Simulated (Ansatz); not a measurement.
**A hypothetical structure for Lu3Au**

Starting from a made-up structure for Lu3Au, the aim is the relaxed cell, its shortest contacts and, where a second run follows, its electronic structure.

Main program and level: Ansatz 0.2.0; DFT, PBE, plane-wave PAW, files of the set soft_1, scalar-relativistic, no spin, cell and ions relaxed at zero pressure; PAW set soft_1.

### Step 1. The starting structure

It takes space group Fm-3m (No. 225, cubic). Conventional cell: a = 7.328 Å, b = 7.328 Å, c = 7.328 Å, α = 90.00°, β = 90.00°, γ = 90.00°. Nearest to Au lie 8 Lu at 3.17 Å. Lu has 8 Lu at 3.17 Å nearest. Nearest to Lu lie 4 Lu at 3.17 Å and 4 Au at 3.17 Å. Farther neighbours are not listed.

Structure file:

```cif
data_structure
_symmetry_space_group_name_H-M 'P 1'
_symmetry_Int_Tables_number 1
_cell_length_a 5.1817
_cell_length_b 5.1817
_cell_length_c 5.1817
_cell_angle_alpha 60.000
_cell_angle_beta 60.000
_cell_angle_gamma 60.000
_cell_volume 98.38
loop_
_atom_site_label
_atom_site_type_symbol
_atom_site_fract_x
_atom_site_fract_y
_atom_site_fract_z
_atom_site_occupancy
Au1 Au 0.00000 0.00000 0.00000 1
Lu2 Lu 0.50000 0.50000 0.50000 1
Lu3 Lu 0.75000 0.75000 0.75000 1
Lu4 Lu 0.25000 0.25000 0.25000 1
```

### Step 2. Relaxing cell and atoms

The guess takes its coordinates from another compound and its volume from a rule, so the cell and any free coordinates are relaxed together.

input.yaml reads:

```yaml
crystal:
  lattice:
    - [0.0, 3.664, 3.664]
    - [3.664, 0.0, 3.664]
    - [3.664, 3.664, 0.0]
  atoms:
    - { symbol: Au, position: [0.0, 0.0, 0.0] }
    - { symbol: Lu, position: [0.5, 0.5, 0.5] }
    - { symbol: Lu, position: [0.75, 0.75, 0.75] }
    - { symbol: Lu, position: [0.25, 0.25, 0.25] }
kpoints:
  mp_grid: { grid: [6, 6, 6] }
scf:
  occupations: { method: fermi_dirac, width: 0.05 }
hamiltonian:
  xc: pbe
  pseudopotentials: { kind: paw, azcp: { folder: soft_1 } }
relax:
  f_tol: 0.015
  max_steps: 70
  cell: {}
output:
  forces: true
  stress: true
```

Started as:

```
> ansatz run input.yaml --threads 4 --pin off --max-ram 8192MiB --backend cpu --events-out ev --progress --plain --runs-dir out
```

Numbers of over 12 decimals in the logs are rounded to 6 here.

The log of the run:

```text
Engine: ansatz 0.2.0, x86_64-unknown-linux-gnu
Pseudopotentials: kind: paw
Pseudopotential: Au, paw, valence charge 19, recommended cutoff 420 eV (normal), soft_1/Au.paw.azcp
Pseudopotential: Lu, paw, valence charge 25, recommended cutoff 420 eV (normal), soft_1/Lu.paw.azcp
Functional definition: PBE
  parameter kappa = 0.804
  parameter beta = 0.066725
  exchange = pbe_x(kappa = kappa, mu = beta*pi^2/3)
  correlation = pbe_c(beta = beta)
Crystal: 4 atoms, lattice volume = 98.378 Å³
Basis set: ecut = 420 eV, 1917 PW (Γ), exchange–correlation on 72×72×72 points (8 copies of the dense FFT grid, shifted against one another)
Bands: 57, of which v1, the nominal top of the filled ones, is band 47 counted from 1 (46 counted from 0)
Symmetry: 48 space group operations
Space group: Fm-3m (ITA 225), of the structure as read, at distance tolerance 4.6e-5 Å
k-points: 16 of 216
Non-local potential: Au, projectors of the file, l = 0: 3, l = 1: 2, l = 2: 2, l = 3: 1
Non-local potential: Lu, projectors of the file, l = 0: 3, l = 1: 2, l = 2: 2, l = 3: 3
PAW form: soft (Blöchl's): semilocal exchange-correlation on the pseudo side does not see the compensation charge
PAW one-centre angular grid: Au, 590 points (default); XC on 64 Gauss nodes
PAW one-centre angular grid: Lu, 590 points (default); XC on 64 Gauss nodes
Initial density: superposition of atomic densities (chi_scale 0.1, normalization cell, long waves kept (reshape's long-wave potential 0.00 eV rms))
Initial wavefunctions: pseudopotential atomic-orbital guess
Functional: x = pbe(κ = 0.804, μ = 0.219515), c = pbe(β = 0.066725)
SCF iter   1: F=—  HF=-57397.511415 eV  |F-HF|=—  |Δ(HF+E_count)|=         —  Δρ=4.44e-1  dr2=5.04e2  ethr=3.10e-3  ⟨swp⟩=5.4  Hψ=3942  notcnv=0  defer=1
preconditioner: auto → Kerker (q_TF=auto, 2.708 Å⁻¹)  [metal: Δε(μ)=0.054 eV  Ē_g=14.317 eV  σ=0.050 eV  W_gap=0.25  n_scr=26 (ndim 8)  ℏωp=33.5 eV  f_vac=0.000  D(μ)=5.43/eV (n_scr^D=58)]
SCF iter   2: F=—  HF=-57354.644458 eV  |F-HF|=—  |Δ(HF+E_count)|=    4.29e1  Δρ=1.19e-1  dr2=1.78e1  ethr=3.10e-3  ⟨swp⟩=6.5  Hψ=3598  notcnv=0  defer=36
SCF iter   3: F=—  HF=-57351.774524 eV  |F-HF|=—  |Δ(HF+E_count)|=    2.87e0  Δρ=6.09e-2  dr2=4.89e0  ethr=3.10e-3  ⟨swp⟩=4.8  Hψ=2718  notcnv=0  defer=28
SCF iter   4: F=—  HF=-57351.385101 eV  |F-HF|=—  |Δ(HF+E_count)|=   3.89e-1  Δρ=2.69e-2  dr2=1.27e0  ethr=3.10e-3  ⟨swp⟩=3.6  Hψ=2234  notcnv=0  defer=28
SCF iter   5: F=—  HF=-57351.162135 eV  |F-HF|=—  |Δ(HF+E_count)|=   2.23e-1  Δρ=6.85e-3  dr2=1.06e-1  ethr=1.35e-3  ⟨swp⟩=4.1  Hψ=2020  notcnv=0  defer=27
SCF iter   6: F=—  HF=-57351.173835 eV  |F-HF|=—  |Δ(HF+E_count)|=   1.17e-2  Δρ=3.29e-3  dr2=2.37e-2  ethr=1.12e-4  ⟨swp⟩=3.6  Hψ=1963  notcnv=0  defer=27
SCF iter   7: F=—  HF=-57351.171825 eV  |F-HF|=—  |Δ(HF+E_count)|=   2.01e-3  Δρ=2.83e-3  dr2=1.08e-2  ethr=2.53e-5  ⟨swp⟩=3.3  Hψ=2272  notcnv=0  defer=27
SCF iter   8: F=—  HF=-57351.166651 eV  |F-HF|=—  |Δ(HF+E_count)|=   5.17e-3  Δρ=1.21e-3  dr2=3.94e-3  ethr=1.15e-5  ⟨swp⟩=3.4  Hψ=2360  notcnv=0  defer=27
SCF iter   9: F=—  HF=-57351.166236 eV  |F-HF|=—  |Δ(HF+E_count)|=   4.14e-4  Δρ=6.60e-4  dr2=1.19e-3  ethr=4.19e-6  ⟨swp⟩=2.4  Hψ=1581  notcnv=0  defer=27
SCF iter  10: F=—  HF=-57351.165990 eV  |F-HF|=—  |Δ(HF+E_count)|=   2.46e-4  Δρ=7.45e-5  dr2=3.07e-6  ethr=1.26e-6  ⟨swp⟩=2.1  Hψ=1513  notcnv=0  defer=27
SCF iter  11: F=—  HF=-57351.165984 eV  |F-HF|=—  |Δ(HF+E_count)|=   6.08e-6  Δρ=2.75e-5  dr2=6.17e-7  ethr=3.26e-9  ⟨swp⟩=3.1  Hψ=2417  notcnv=0  defer=27
SCF iter  12: F=—  HF=-57351.165984 eV  |F-HF|=—  |Δ(HF+E_count)|=   1.93e-7  Δρ=1.09e-5  dr2=1.62e-7  ethr=6.56e-10  ⟨swp⟩=3.0  Hψ=1940  notcnv=0  defer=27
SCF iter  13: F=-57351.165984 eV  HF=-57351.165984 eV  |F-HF|=7.28e-9  |Δ(HF+E_count)|=   3.05e-8  Δρ=2.32e-6  dr2=5.25e-9  ethr=1.06e-10  ⟨swp⟩=6.8  Hψ=5001  notcnv=0
SCF 1 converged in 13 iterations: F = -57351.165984 eV  dr2 = 5.25e-9
  greatest PAW one-centre occupation: 1.000 electrons in one spin orbital (limit 2), on the Au atom at site 0 (counted from 0), in its partial waves of l = 0
relax step   1: F+E_penalty+E_count = -57351.16598405 eV  Δ(F+E_penalty+E_count) = +0.000e0 eV  max|allowed force component| = 1.446e-17 eV/Å  Δτ_max = 0.0000 Å  P = +0.441 GPa  Ω = 98.378 Å³  (13 SCF iters, dr2 threshold 1.00e-7 eV, accepted)
Crystal: 4 atoms, lattice volume = 99.446 Å³
Initial density: handed on by an earlier stage of this run
Initial wavefunctions: those handed on with the density
iter 1 solved again at ethr=1.49e-5 eV; its pass at ethr=3.10e-3 eV (dr2=1.40e-2 eV) is discarded
SCF iter   1: F=—  HF=-57351.169556 eV  |F-HF|=—  |Δ(HF+E_count)|=         —  Δρ=2.45e-3  dr2=1.56e-2  ethr=1.49e-5  ⟨swp⟩=2.8  Hψ=4542  notcnv=0
preconditioner: auto → Kerker (q_TF=auto, 2.703 Å⁻¹)  [metal: Δε(μ)=0.115 eV  Ē_g=12.061 eV  σ=0.050 eV  W_gap=0.46  n_scr=26 (ndim 8)  ℏωp=33.3 eV  f_vac=0.000  D(μ)=3.58/eV (n_scr^D=26)]
SCF iter   2: F=—  HF=-57351.166737 eV  |F-HF|=—  |Δ(HF+E_count)|=   2.82e-3  Δρ=8.60e-4  dr2=2.35e-3  ethr=1.49e-5  ⟨swp⟩=2.0  Hψ=1022  notcnv=0
SCF iter   3: F=—  HF=-57351.166374 eV  |F-HF|=—  |Δ(HF+E_count)|=   3.63e-4  Δρ=4.37e-4  dr2=2.11e-4  ethr=2.50e-6  ⟨swp⟩=2.0  Hψ=1293  notcnv=0
SCF iter   4: F=—  HF=-57351.166336 eV  |F-HF|=—  |Δ(HF+E_count)|=   3.76e-5  Δρ=2.27e-4  dr2=6.08e-5  ethr=2.24e-7  ⟨swp⟩=3.2  Hψ=2012  notcnv=0
SCF iter   5: F=—  HF=-57351.166312 eV  |F-HF|=—  |Δ(HF+E_count)|=   2.44e-5  Δρ=7.94e-5  dr2=1.29e-5  ethr=6.47e-8  ⟨swp⟩=3.6  Hψ=2111  notcnv=0
SCF iter   6: F=—  HF=-57351.166313 eV  |F-HF|=—  |Δ(HF+E_count)|=   1.29e-6  Δρ=1.07e-4  dr2=1.86e-5  ethr=1.37e-8  ⟨swp⟩=2.6  Hψ=1907  notcnv=0
SCF iter   7: F=—  HF=-57351.166310 eV  |F-HF|=—  |Δ(HF+E_count)|=   3.34e-6  Δρ=4.07e-5  dr2=2.68e-6  ethr=1.37e-8  ⟨swp⟩=2.2  Hψ=1592  notcnv=0
SCF iter   8: F=-57351.166309 eV  HF=-57351.166309 eV  |F-HF|=5.29e-8  |Δ(HF+E_count)|=   5.13e-7  Δρ=5.91e-6  dr2=4.43e-8  ethr=4.26e-10  ⟨swp⟩=6.1  Hψ=5854  notcnv=0
SCF 2 converged in 8 iterations: F = -57351.166309 eV  dr2 = 4.43e-8
relax step   2: F+E_penalty+E_count = -57351.16630896 eV  Δ(F+E_penalty+E_count) = -3.249e-4 eV  max|allowed force component| = 2.429e-17 eV/Å  Δτ_max = 0.0000 Å  P = -0.217 GPa  Ω = 99.446 Å³  energy of the carried Pulay correction = -4.036e-4 eV  (8 SCF iters, dr2 threshold 4.00e-7 eV, accepted)
Crystal: 4 atoms, lattice volume = 99.091 Å³
iter 1 solved again at ethr=1.71e-6 eV; its pass at ethr=3.10e-3 eV (dr2=1.61e-3 eV) is discarded
SCF iter   1: F=—  HF=-57351.167042 eV  |F-HF|=—  |Δ(HF+E_count)|=         —  Δρ=8.27e-4  dr2=1.75e-3  ethr=1.71e-6  ⟨swp⟩=2.4  Hψ=4199  notcnv=0
preconditioner: auto → Kerker (q_TF=auto, 2.704 Å⁻¹)  [metal: Δε(μ)=0.086 eV  Ē_g=12.062 eV  σ=0.050 eV  W_gap=0.35  n_scr=26 (ndim 8)  ℏωp=33.4 eV  f_vac=0.000  D(μ)=3.80/eV (n_scr^D=26)]
SCF iter   2: F=—  HF=-57351.166733 eV  |F-HF|=—  |Δ(HF+E_count)|=   3.09e-4  Δρ=2.81e-4  dr2=2.46e-4  ethr=1.71e-6  ⟨swp⟩=2.0  Hψ=1020  notcnv=0
SCF iter   3: F=—  HF=-57351.166698 eV  |F-HF|=—  |Δ(HF+E_count)|=   3.46e-5  Δρ=1.44e-4  dr2=2.35e-5  ethr=2.61e-7  ⟨swp⟩=2.0  Hψ=1360  notcnv=0
SCF iter   4: F=—  HF=-57351.166693 eV  |F-HF|=—  |Δ(HF+E_count)|=   5.28e-6  Δρ=9.13e-5  dr2=7.17e-6  ethr=2.50e-8  ⟨swp⟩=3.1  Hψ=2151  notcnv=0
SCF iter   5: F=—  HF=-57351.166686 eV  |F-HF|=—  |Δ(HF+E_count)|=   7.00e-6  Δρ=2.72e-5  dr2=1.55e-6  ethr=7.62e-9  ⟨swp⟩=3.1  Hψ=1907  notcnv=0
SCF iter   6: F=—  HF=-57351.166686 eV  |F-HF|=—  |Δ(HF+E_count)|=   1.24e-8  Δρ=2.98e-5  dr2=1.38e-6  ethr=1.65e-9  ⟨swp⟩=2.5  Hψ=1733  notcnv=0
SCF iter   7: F=—  HF=-57351.166686 eV  |F-HF|=—  |Δ(HF+E_count)|=   2.44e-7  Δρ=1.30e-5  dr2=2.58e-7  ethr=1.46e-9  ⟨swp⟩=2.0  Hψ=1453  notcnv=0
SCF iter   8: F=-57351.166686 eV  HF=-57351.166686 eV  |F-HF|=6.61e-9  |Δ(HF+E_count)|=   5.61e-8  Δρ=2.29e-6  dr2=7.45e-9  ethr=1.25e-10  ⟨swp⟩=6.6  Hψ=5060  notcnv=0
SCF 3 converged in 8 iterations: F = -57351.166686 eV  dr2 = 7.45e-9
relax step   3: F+E_penalty+E_count = -57351.16668565 eV  Δ(F+E_penalty+E_count) = -3.767e-4 eV  max|allowed force component| = 4.626e-18 eV/Å  Δτ_max = 0.0000 Å  P = -0.002 GPa  Ω = 99.091 Å³  energy of the carried Pulay correction = -2.701e-4 eV  (8 SCF iters, dr2 threshold 1.18e-7 eV, accepted)
Initial wavefunctions: pseudopotential atomic-orbital guess (no wavefunctions were taken with the density)
iter 1 solved again at ethr=1.58e-8 eV; its pass at ethr=3.10e-3 eV (dr2=1.48e-5 eV) is discarded
SCF iter   1: F=—  HF=-57351.166963 eV  |F-HF|=—  |Δ(HF+E_count)|=         —  Δρ=2.65e-5  dr2=3.86e-8  ethr=1.58e-8  ⟨swp⟩=5.6  Hψ=8399  notcnv=0
preconditioner: auto → Kerker (q_TF=auto, 2.704 Å⁻¹)  [metal: Δε(μ)=0.092 eV  Ē_g=12.062 eV  σ=0.050 eV  W_gap=0.38  n_scr=26 (ndim 8)  ℏωp=33.4 eV  f_vac=0.000  D(μ)=3.75/eV (n_scr^D=26)]
SCF iter   2: F=—  HF=-57351.166963 eV  |F-HF|=—  |Δ(HF+E_count)|=   5.58e-7  Δρ=1.46e-5  dr2=2.87e-8  ethr=4.11e-11  ⟨swp⟩=3.9  Hψ=2552  notcnv=0
SCF iter   3: F=—  HF=-57351.166963 eV  |F-HF|=—  |Δ(HF+E_count)|=   3.21e-7  Δρ=8.90e-6  dr2=5.74e-9  ethr=3.05e-11  ⟨swp⟩=3.8  Hψ=2140  notcnv=0
SCF iter   4: F=—  HF=-57351.166963 eV  |F-HF|=—  |Δ(HF+E_count)|=   1.92e-7  Δρ=3.42e-6  dr2=1.04e-9  ethr=6.11e-12  ⟨swp⟩=2.2  Hψ=1620  notcnv=0
SCF iter   5: F=—  HF=-57351.166963 eV  |F-HF|=—  |Δ(HF+E_count)|=   3.02e-8  Δρ=8.84e-7  dr2=9.11e-11  ethr=1.11e-12  ⟨swp⟩=2.3  Hψ=1708  notcnv=0
SCF iter   6: F=—  HF=-57351.166963 eV  |F-HF|=—  |Δ(HF+E_count)|=   1.79e-9  Δρ=2.75e-7  dr2=1.76e-11  ethr=1.00e-12  ⟨swp⟩=7.1  Hψ=5338  notcnv=0
SCF iter   7: F=-57351.166963 eV  HF=-57351.166963 eV  |F-HF|=0.00e0  |Δ(HF+E_count)|=  1.31e-10  Δρ=1.06e-7  dr2=4.23e-12  ethr=1.00e-12  ⟨swp⟩=6.4  Hψ=4327  notcnv=0
SCF 4 converged in 7 iterations: F = -57351.166963 eV  dr2 = 4.23e-12
relax step   4: F+E_penalty+E_count = -57351.16696323 eV  Δ(F+E_penalty+E_count) = -2.776e-4 eV  max|allowed force component| = 9.396e-18 eV/Å  Δτ_max = 0.0000 Å  P = -0.001 GPa  Ω = 99.091 Å³  stress off target by 5.60e-4 GPa  SCF on the basis re-selected at this cell (its energy is not comparable with the rows above)  (7 SCF iters)
basis re-selected at this cell: Δ(F+E_penalty+E_count) = -2.776e-4 eV, ΔP = +0.002 GPa vs the last step (what re-selecting the basis moved, of the pressure what is left beyond the Pulay correction that the steps carried, after the strain that the cell walked since its last selection, with what the two solves' SCF thresholds leave and, on support functions, any second-order correction that the steps lacked; it is no m [...]
SCF converged after 7 iterations
Free energy (F): -57351.166963 eV
Harris-Foulkes:  -57351.166963 eV  (|F-HF|=0.00e0)
Internal energy: -57351.132376 eV  (E = F + TS)
E sigma→0 (E₀):  -57351.149670 eV
Entropy (-TS):   -0.034587 eV (-8.647 meV/atom)
Fermi energy:    15.964523 eV
--- Per-component energies (eV) ---
  E_band       = -172.139427
  E_kinetic    = 1827.834538
  E_local      = -21703.186491  (includes V_loc(G=0)·N_el)
  E_nonlocal   = 2134.713878
  E_hartree    = 9071.073642
  E_xc         = -839.175129
  E_vxc        = -1020.314522  (∫ρ·V_xc dr)
  E_paw        = -31985.926804  (= ΣΔE_a)
  E_vpaw       = 446.664101  (= ΣTr[D̂ρ^β])
  E_aug_tail   = 0.001573  (compensation charges beyond the density's cutoff)
  E_ewald      = -15856.467582
  E_smearing   = -0.034587  (= −TS)
  E_closure    = 0.000000  (closes the sum)
  Σ components = -57351.166963   (vs F -57351.166963, Δ=0.00e0)
--- Forces (eV/Å), atoms counted from 1 ---
  atom   1  Au     0.00000000    -0.00000000    -0.00000000
  atom   2  Lu     0.00000000    -0.00000000     0.00000000
  atom   3  Lu    -0.00000000    -0.00000000    -0.00000000
  atom   4  Lu    -0.00000000     0.00000000     0.00000000
  max |Σ_I F_I| component: 2.78e-17 eV/Å
--- Stress (GPa, compression-positive) ---
       -0.000560       0.000000       0.000000
        0.000000      -0.000560       0.000000
        0.000000       0.000000      -0.000560
  P = ⅓ Tr σ = -0.0006 GPa (-0.006 kbar)
--- Relaxed structure (3 steps of the walk, 3 accepted, 1 SCFs on fresh bases) ---
  F+E_penalty+E_count = -57351.16696323 eV   max|allowed force component| = 9.396e-18 eV/Å   (the final SCF, on the basis selected at the relaxed cell)
  cell:  # Å, volume = 99.0912 Å³
    - [0, 3.672837, 3.672837]
    - [3.672837, 0, 3.672837]
    - [3.672837, 3.672837, 0]
  atoms:
    - { symbol: Au, position: [0, 0, 0] }
    - { symbol: Lu, position: [0.5, 0.5, 0.5] }
    - { symbol: Lu, position: [0.75, 0.75, 0.75] }
    - { symbol: Lu, position: [0.25, 0.25, 0.25] }
```

Wall time 5 s (4 threads of Intel Xeon Platinum 8375C at 2.90GHz (Ice Lake), shared host); peak memory 0.57 GiB.

Relaxation path:

```
step  energy less that of the first step (eV)  largest force component (eV/Å)  pressure (GPa)  volume (Å³)
   1                                   0.0000                          0.0000            0.44        98.38
   2                                  -0.0003                          0.0000           -0.22        99.45
   3                                  -0.0007                          0.0000            0.00        99.09
  4*                                  -0.0010                          0.0000            0.00        99.09
```

Relaxation steps marked * repeat the geometry before them on a plane-wave basis chosen anew for their cell, so energy and pressure can jump there.

The run keeps the 48 symmetry operations that it works with, so distortions that break them were not tested.

```
conventional cell, symmetrised  before  after  change
                         a (Å)   7.328  7.346  +0.2 %
                         b (Å)   7.328  7.346  +0.2 %
                         c (Å)   7.328  7.346  +0.2 %
              volume (Å³/atom)   24.59  24.77  +0.7 %
```

The relaxed structure:

```xyz
4
Lattice="0.0000 3.6728 3.6728 3.6728 0.0000 3.6728 3.6728 3.6728 0.0000" Properties=species:S:1:pos:R:3 pbc="T T T"
Au    0.0000    0.0000    0.0000
Lu    3.6728    3.6728    3.6728
Lu    5.5093    5.5093    5.5093
Lu    1.8364    1.8364    1.8364
```

This step gave:

```yaml
free_energy: -57351.1670 eV
energy_at_zero_smearing: -57351.1497 eV
smearing_term_ts: 0.03459 eV
fermi_energy: 15.96 eV
electrons: 94
symmetry_operations: 48
pressure: -5.60e-4 GPa
```

Shortest distances by pair of elements, guess and relaxed (not always the same contact):

```
 pair  guess (Å)  relaxed (Å)
Au–Lu      3.173        3.181
Lu–Lu      3.173        3.181
Au–Au      5.182        5.194
```

The relaxation ends with a pressure of 0.00 GPa.

### Step 3. Summary of results

```
space group, relaxed : Fm-3m
conventional cell    : a = 7.346, b = 7.346, c = 7.346 Å; α = 90.0°, β = 90.0°, γ = 90.0°
volume per atom      : 24.77 Å³ (guess 24.59)
```

What this shows: Lu3Au relaxes to Fm-3m with a = 7.346, b = 7.346 and c = 7.346 Å. The guessed volume was near the relaxed one. The space group Fm-3m was held in the relaxation, so the end point is a stationary structure within it and may be a saddle against distortions or other arrangements. Mesh and cutoff weren't tested. Spin-orbit coupling is left out, which can matter for elements this heavy. No dispersion term is used, so weakly bound directions may come out too long. Nothing here tests whether the compound is stable against decomposition.

[Logs are printed without paths, hosts, clocks, repeated set-up lines and the standing remarks that a program may print on its own settings, such as how far it seeks lower states.]

[Hosts, paths, dates, database ids (printed as entryN), source tags and the programs' standing remarks are cut or masked in the printed files.]
